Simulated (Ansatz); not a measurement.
# Electron scattering at the Σ5 (310) boundary in bcc Nb, part 2 of 3

Aim: the relaxed structure and the specific resistance of the Σ5 (310) boundary in bcc Nb.

Ansatz 0.2.0; Ansatz plane-wave DFT, r2SCAN, PAW files; relaxation of a bicrystal slab with its lowest layers held; PAW set soft_1 (the session's first sound run).

So far. Step 2 (Relaxing the bicrystal): The largest force component on a free atom ends at 0.020 eV/Å, under the tolerance of 0.03, after 13 steps.

## Step 3: Transmission across the boundary

Bulk layers of each grain are laid under and over the relaxed boundary, and a lead is named in the middle of each, away from the free faces. The mesh across the current, 20×20, is finer than the density's, because channels open and close sharply across the zone. Energies from -0.1 to 0.1 eV in steps of 0.05 eV are too few for the program's thermal sum, so it prints no conductance; for a metal the transmission near the Fermi level serves, at a fraction of the cost.

This step: Ansatz plane-wave DFT, r2SCAN, PAW files; ballistic transport by layer matching (Landauer), zero bias; boundary relaxed in a short slab, bulk layers laid on; PAW set soft_1 (Ansatz 0.2.0).

System of this step: Σ5 (310) boundary in bcc Nb. The cell holds 42 atoms: 42 Nb. Its edges and angles: a = 5.483 Å, b = 3.306 Å, c = 50.968 Å, α = 90.0°, β = 90.0°, γ = 72.5°. It derives from Nb. Regions: lower grain, 17 atoms (17 Nb); boundary, 12 atoms (12 Nb); upper grain, 13 atoms (13 Nb). Vacuum lies along c.

Input file input.yaml:

```yaml
crystal:
  lattice:
    - [5.4828782722, 0.0, 0.0]
    - [0.9968869586, 3.1524333588, 0.0]
    - [0.0, 0.0, 50.9675794569]
  atoms:
    - { symbol: Nb, position: [-9.1999999998, -6.8999999998, 0.0784812628] }
    - { symbol: Nb, position: [-8.7999999998, -6.5999999998, 0.0989951635] }
    - { symbol: Nb, position: [-8.3999999998, -6.2999999999, 0.1195090642] }
    - { symbol: Nb, position: [-7.9999999998, -5.9999999999, 0.1400229649] }
    - { symbol: Nb, position: [-7.5999999998, -5.6999999999, 0.1605368656] }
    - { symbol: Nb, position: [-7.1999999998, -5.3999999999, 0.1810507662] }
    - { symbol: Nb, position: [-6.7999999998, -5.0999999999, 0.2015646669] }
    - { symbol: Nb, position: [-6.3999999998, -4.7999999999, 0.2220785676] }
    - { symbol: Nb, position: [-5.9999999998, -4.4999999999, 0.2425924683] }
    - { symbol: Nb, position: [-5.5999999998, -4.1999999999, 0.263106369] }
    - { symbol: Nb, position: [-5.1999999998, -3.9, 0.2836202696] }
    - { symbol: Nb, position: [-4.7999999998, -3.6, 0.3041341703] }
    - { symbol: Nb, position: [-4.3999999999, -3.3, 0.324648071] }
    - { symbol: Nb, position: [-3.9999999999, -3.0, 0.3451619717] }
    - { symbol: Nb, position: [-3.5999999999, -2.7, 0.3656758723] }
    - { symbol: Nb, position: [-3.1999999999, -2.4, 0.386189773] }
    - { symbol: Nb, position: [-2.7999999999, -2.1, 0.4067036737] }
    - { symbol: Nb, position: [0.6000000001, 0.1999999999, 0.4272175744] }
    - { symbol: Nb, position: [-0.0030617724, 0.5015308862, 0.4464508468] }
    - { symbol: Nb, position: [0.3962177484, 0.8018911258, 0.4681392015] }
    - { symbol: Nb, position: [0.8113175005, 0.0943412497, 0.487715498] }
    - { symbol: Nb, position: [0.1941669919, 0.402916504, 0.5097928485] }
    - { symbol: Nb, position: [0.5939789591, 0.7030105205, 0.5256200076] }
    - { symbol: Nb, position: [-0.0298245049, 0.0149122525, 0.5515777132] }
    - { symbol: Nb, position: [0.5389764658, 0.7305117671, 0.574301814] }
    - { symbol: Nb, position: [0.1460026466, 0.4269986767, 0.5934433204] }
    - { symbol: Nb, position: [0.7585557598, 0.1207221201, 0.6139670786] }
    - { symbol: Nb, position: [0.3572506654, 0.8213746673, 0.6338530779] }
    - { symbol: Nb, position: [-0.0457282079, 0.5228641039, 0.6548380283] }
    - { symbol: Nb, position: [-2.4457282079, -1.777135896, 0.675351929] }
    - { symbol: Nb, position: [-2.8457282079, -2.077135896, 0.6958658297] }
    - { symbol: Nb, position: [-3.2457282079, -2.377135896, 0.7163797304] }
    - { symbol: Nb, position: [-3.6457282079, -2.677135896, 0.736893631] }
    - { symbol: Nb, position: [-4.0457282078, -2.977135896, 0.7574075317] }
    - { symbol: Nb, position: [-4.4457282078, -3.277135896, 0.7779214324] }
    - { symbol: Nb, position: [-4.8457282078, -3.577135896, 0.7984353331] }
    - { symbol: Nb, position: [-5.2457282078, -3.877135896, 0.8189492338] }
    - { symbol: Nb, position: [-5.6457282078, -4.1771358959, 0.8394631344] }
    - { symbol: Nb, position: [-6.0457282078, -4.4771358959, 0.8599770351] }
    - { symbol: Nb, position: [-6.4457282078, -4.7771358959, 0.8804909358] }
    - { symbol: Nb, position: [-6.8457282078, -5.0771358959, 0.9010048365] }
    - { symbol: Nb, position: [-7.2457282078, -5.3771358959, 0.9215187372] }
kpoints:
  mp_grid: { grid: [8, 8, 1] }
hamiltonian:
  xc: r2scan
  pseudopotentials: { kind: paw, azcp: { folder: soft_1 } }
scf:
  occupations: { method: fermi_dirac, width: 0.1 }
output:
  transmission:
    leads: [[9, 10], [34, 35]]
    kmesh: [20, 20]
    e_range: [-0.1, 0.1]
    de: 0.05
  write_potential: true
  write_density: true
  volumetric_format: npy
  elf: true
```

Command:

```bash
> ansatz run input.yaml --threads 4 --pin off --max-ram 15360MiB --backend cpu --events-out ev --progress --plain --runs-dir out
```

Numbers of over 12 decimals in the logs are rounded to 6 here.

What it wrote:

```text
[...]
Crystal: 42 atoms, lattice volume = 880.944 Å³
Basis set: ecut = 500 eV, 22109 PW (Γ), exchange–correlation on 160×100×1500 points (64 copies of the dense FFT grid, shifted against one another)
Bands: 328, of which v1, the nominal top of the filled ones, is band 273 counted from 1 (272 counted from 0)
Symmetry: 2 space group operations
[...]
k-points: 21 of 64 (time reversal used)
[...]
SCF iter   1: F=—  HF=-191691.506440 eV  |F-HF|=—  |Δ(HF+E_count)|=         —  Δρ=7.93e-2  dr2=1.31e3  dr2_τ=2.04e0  ethr=3.10e-3  ⟨swp⟩=8.4  Hψ=27819  notcnv=0  defer=17
[...]
SCF iter  12: F=-191667.422061 eV  HF=-191667.422061 eV  |F-HF|=1.36e-8  |Δ(HF+E_count)|=   2.78e-7  Δρ=1.50e-6  dr2=5.44e-8  dr2_τ=2.41e-9  ethr=1.83e-11  ⟨swp⟩=21.5  Hψ=27264  notcnv=0
SCF 1 converged in 12 iterations: F = -191667.422061 eV  dr2 = 5.44e-8
[...]
transmission: 589 of 5883 steps passed
transmission: 1180 of 5883 steps passed
[...]
transmission: 5883 of 5883 steps passed
WARN: The output density's exchange-correlation potential varies sharply where the density is thin. Do not read a vacuum level from v_tot or v_xc, or from such a field of the output density. On a cell that repeats whose density bears no net charge and no dipole along the vacuum's axis use v_es (v_loc + v_h of the components); under efield.dipole_correction with no amplitude use v_es + v_field, which holds any externa [...]
SCF converged after 12 iterations
Free energy (F): -191667.422061 eV
[...]
Internal energy: -191665.610689 eV  (E = F + TS)
E sigma→0 (E₀):  -191666.516375 eV
Entropy (-TS):   -1.811372 eV (-43.128 meV/atom)
Fermi energy:    14.845304 eV
[...]
--- Band table (eV; the first three rows and the last of 21) ---
  k-point 0: bands = [... 269 lower, 15.1743, 15.2098, 15.2188, 15.2220, 15.2430, 15.2479, 15.2614, 15.2695, ... 51 higher]
  k-point 1: bands = [... 269 lower, 14.8895, 14.9005, 14.9298, 14.9562, 14.9821, 15.0233, 15.0366, 15.0747, ... 51 higher]
  k-point 2: bands = [... 269 lower, 14.5049, 14.5275, 14.5454, 14.5650, 14.6089, 14.6442, 14.6641, 14.6942, ... 51 higher]
  k-point 20: bands = [... 269 lower, 15.0287, 15.0667, 15.0992, 15.1770, 15.2174, 15.2495, 15.2951, 15.3069, ... 51 higher]
--- Transmission ---
  basis      : 173 plane waves across, 53 finite elements along
  points     : 111, standing for a mesh of 20 x 20
  energies   : 5 from -0.100000 to 0.100000 eV about the Fermi level, 0.050000 eV apart; the leads are filled to 0.000000 eV, and channels, transmission and decay are at 0.000000 eV
  crystal 0  : Nb2, at the sites [9, 10], period 2.0911 Å, over 18.82 Å; its Hamiltonian steps by up to 6.5 meV
    offset         : up to 0.0000 Å between an atom of the period and one for which it stands
    channels       : 4.182500e0 a spin
    conductance    : none, the energies end too early or step too widely for 300 K: set another output.transmission.e_range or a lower de, or, where they end at an eighth of basis.ecutwfc, a higher one
[...]
channels       : 4.182500e0 a spin
[...]
junction   : crystal 0 to crystal 1, 12.89 to 38.08 Å
    transmission   : 2.087836e0 a spin
[...]
```

Wall time 13 min (4 threads of AMD EPYC 9R14 (Zen 4), shared host); peak memory 12 GiB.

In the SCF lines HF is the Harris–Foulkes energy and dr2 the Hartree energy of the density residual, in eV; the loop may stop once dr2 is under the threshold and the program's other checks hold. Hψ counts applications of the Hamiltonian.

This step gave:

- free energy: -191667.4221 eV
- energy at zero smearing: -191666.5164 eV
- Fermi energy: 14.85 eV
- cell area: 17.28 Å²
- transmission per spin nearest the Fermi level: 2.088
- open channels per spin nearest the Fermi level: 4.183
- open channels per spin, upper lead: 4.183
- step of the lead's potential: 6.5 meV
- step of the upper lead's potential: 6.2 meV

Per spin. Transmission, zone mean against energy, zero at the Fermi level:

```tsv
energy (eV)	transmission, zone mean
-0.1000	2.32
-0.0500	2.18
0.0000	2.09
0.0500	1.99
0.1000	1.91
```

Per spin. The open channels, zone mean by energy, zero at the Fermi level:

```tsv
energy (eV)	lead	upper lead
-0.1000	4.68	4.69
-0.0500	4.42	4.42
0.0000	4.18	4.18
0.0500	4.01	4.01
0.1000	3.88	3.87
```

Transmission over k1 and k2. At 0.0000 eV from the Fermi level.

Values, 12 rows by 16 columns, each cell a mean:
```
2.10 2.61 2.87 2.92 2.90 2.78 2.42 2.07 1.99 2.24 2.57 2.68 2.53 2.47 2.20 1.98
1.75 2.08 2.51 2.57 2.31 1.87 1.79 1.75 1.88 2.13 2.16 2.23 2.22 1.94 1.77 1.78
1.00 1.09 1.16 1.15 1.01 0.95 1.07 1.23 1.72 1.98 2.03 1.87 1.75 1.28 0.98 0.95
0.77 0.65 0.72 0.95 1.05 1.53 1.40 1.47 2.27 2.25 2.33 2.12 1.40 1.45 1.38 1.05
1.91 1.83 2.08 2.43 2.44 2.67 2.48 2.31 2.33 2.26 2.38 2.46 2.62 2.64 2.53 2.33
3.57 3.58 3.59 3.57 3.20 2.87 2.65 2.38 2.66 2.41 2.57 2.85 3.36 3.39 3.63 3.55
2.76 2.93 3.08 2.79 2.86 2.63 2.37 2.32 2.35 2.42 2.72 2.90 2.72 3.01 2.77 2.69
1.16 1.51 1.78 1.99 1.89 2.25 2.33 2.23 2.30 1.83 1.94 1.95 1.50 1.39 1.01 0.90
0.62 0.67 0.98 1.08 1.55 2.02 2.20 2.02 1.69 1.08 0.89 0.80 0.63 0.64 0.63 0.63
1.63 1.65 1.56 1.82 2.15 2.00 2.01 2.12 1.72 1.56 1.63 1.61 2.04 2.21 2.17 1.77
1.89 1.94 2.03 2.27 2.47 2.58 2.35 2.11 1.93 1.96 2.22 2.55 2.84 2.88 2.79 2.39
2.05 2.27 2.63 2.78 2.67 2.76 2.69 2.32 2.02 2.35 2.74 2.83 2.81 2.85 2.77 2.43
```
Columns: k1 (b1) from -0.5 to 0.45; rows upwards: k2 (b2) from -0.5 to 0.45.

Open channels over k1 and k2. At 0.0000 eV from the Fermi level.

Ten even steps from '0' (1.00) to '9' (7.00):
```
55666666555556666555
35666665333556865533
33666633333666666333
35686533335566655333
11111110135566553101
11111135356666653531
11113366668668666633
55556688666666688665
88888666556655666888
88988865556555688898
88886665566556668888
55668866666668866555
13366668668666633111
11353566666535311111
11013556655310111111
33335566655333356865
33336666663333366663
33355686553335666665
55556666555556666665
55566666555556666655
```
Columns: k1 (b1) from -0.5 to 0.45; rows upwards: k2 (b2) from -0.5 to 0.45.

Electrostatic potential energy in the cb plane at fractional x = 0.970, with atoms of Nb within 0.2 Å of it. With pseudopotentials it is smooth inside the atoms' cores, unlike the true potential.

Ten even steps from '0' (-44 eV) to '9' (18 eV), each cell a mean:
```
87789998510037999988999999998877899999999999
98889999743368999999998766899888999999999999
99988999987889988899997412589999889999999999
99988899999999877789985100269999888999999999
99988899999999876789985100169999888999999999
99998899988899887899997311479999889999999999
98889999754478998899998755789988999999999999
87789998510048999988999988999878899999999999
87679998400027999988899999998767899999999999
```
Columns run along c (16.0 Å, from fractional 0.69 to 1.00 of the cell; values clipped at the 3rd and 97th percentile), rows up along b (3.3 Å). Atoms in or near the plane, at fractional coordinates: Nb at (0.76, 0.02), Nb at (0.86, 0.52).

ELF in the cb plane at fractional x = 0.970, with atoms of Nb within 0.2 Å of it. It is the smooth field of the valence electrons, not physical close to the nuclei.

Ten even steps from '0' (0.00) to '9' (0.71), each cell a mean:
```
23333552698983465322245423553233357877531000
33333553478853443333453344344333445554321000
55433344332234323335644899734554433222110000
56432224653454223335635967943665432110000000
56532224654464234335525957943675432100000000
55433235432234323335634899834555432211100000
43333454367643443334443455434334444443210000
22333553699983464332345322453233357776531000
23433552783793465322246655763233357987642000
```
Columns run along c (16.0 Å, from fractional 0.69 to 1.00 of the cell), rows up along b (3.3 Å). Atoms in or near the plane, at fractional coordinates: Nb at (0.76, 0.02), Nb at (0.86, 0.52).

Valence density in the cb plane at fractional x = 0.970, with atoms of Nb within 0.2 Å of it. It is the smooth field of the valence electrons, not physical close to the nuclei.

Values in e/Å³, 5 rows by 16 columns, each cell a mean:
```
0.4 0.3 0.3 2.7 1.9 0.2 0.3 0.3 0.3 0.4 0.3 0.4 0.2 0.0 0.0 0.0
0.2 0.3 0.3 0.4 0.3 0.3 0.3 0.2 2.0 2.3 0.3 0.3 0.2 0.0 0.0 0.0
0.2 0.3 0.3 0.2 0.2 0.4 0.4 0.2 3.0 3.4 0.3 0.3 0.3 0.0 0.0 0.0
0.3 0.3 0.3 1.1 0.8 0.3 0.3 0.2 1.0 1.1 0.3 0.3 0.2 0.0 0.0 0.0
0.5 0.4 0.3 3.6 2.6 0.2 0.3 0.3 0.2 0.2 0.4 0.5 0.2 0.0 0.0 0.0
```
Columns run along c (16.0 Å, from fractional 0.69 to 1.00 of the cell), rows up along b (3.3 Å). Atoms in or near the plane, at fractional coordinates: Nb at (0.76, 0.02), Nb at (0.86, 0.52).

Over the solved energies the transmission per spin lies between 1.91 and 2.32, out of 4.23 channels of the lead on average (up to 4.68).

## Step 4: Specific resistance

This step: Ansatz plane-wave DFT, r2SCAN, PAW files; ballistic transport by layer matching (Landauer), zero bias; specific resistance of the boundary; PAW set soft_1 (Ansatz 0.2.0).

This step gave:

* area resistance: 0.5363 fΩ m²
* T over the leads' mean channel count: 0.4956

Averaged over the energies near the Fermi level, 49.6 % of the channels pass, which makes 0.536 fΩ m².

By hand, with T and the leads' channels N averaged over the energies near the Fermi level: RA = A (h/2e²)(1/T − ½[1/N₁ + 1/N₂]) = 17.28×10⁻²⁰ m² × 12 906 Ω × (1/2.098 − ½[1/4.234 + 1/4.232]) = 0.536 fΩ m².

(Part 2 of 3 ends here.)

[Logs are printed without paths, hosts, clocks, repeated set-up lines and the standing remarks that a program may print on its own settings, such as how far it seeks lower states.]

[Hosts, paths, dates, database ids (printed as entryN), source tags and the programs' standing remarks are cut or masked in the printed files.]
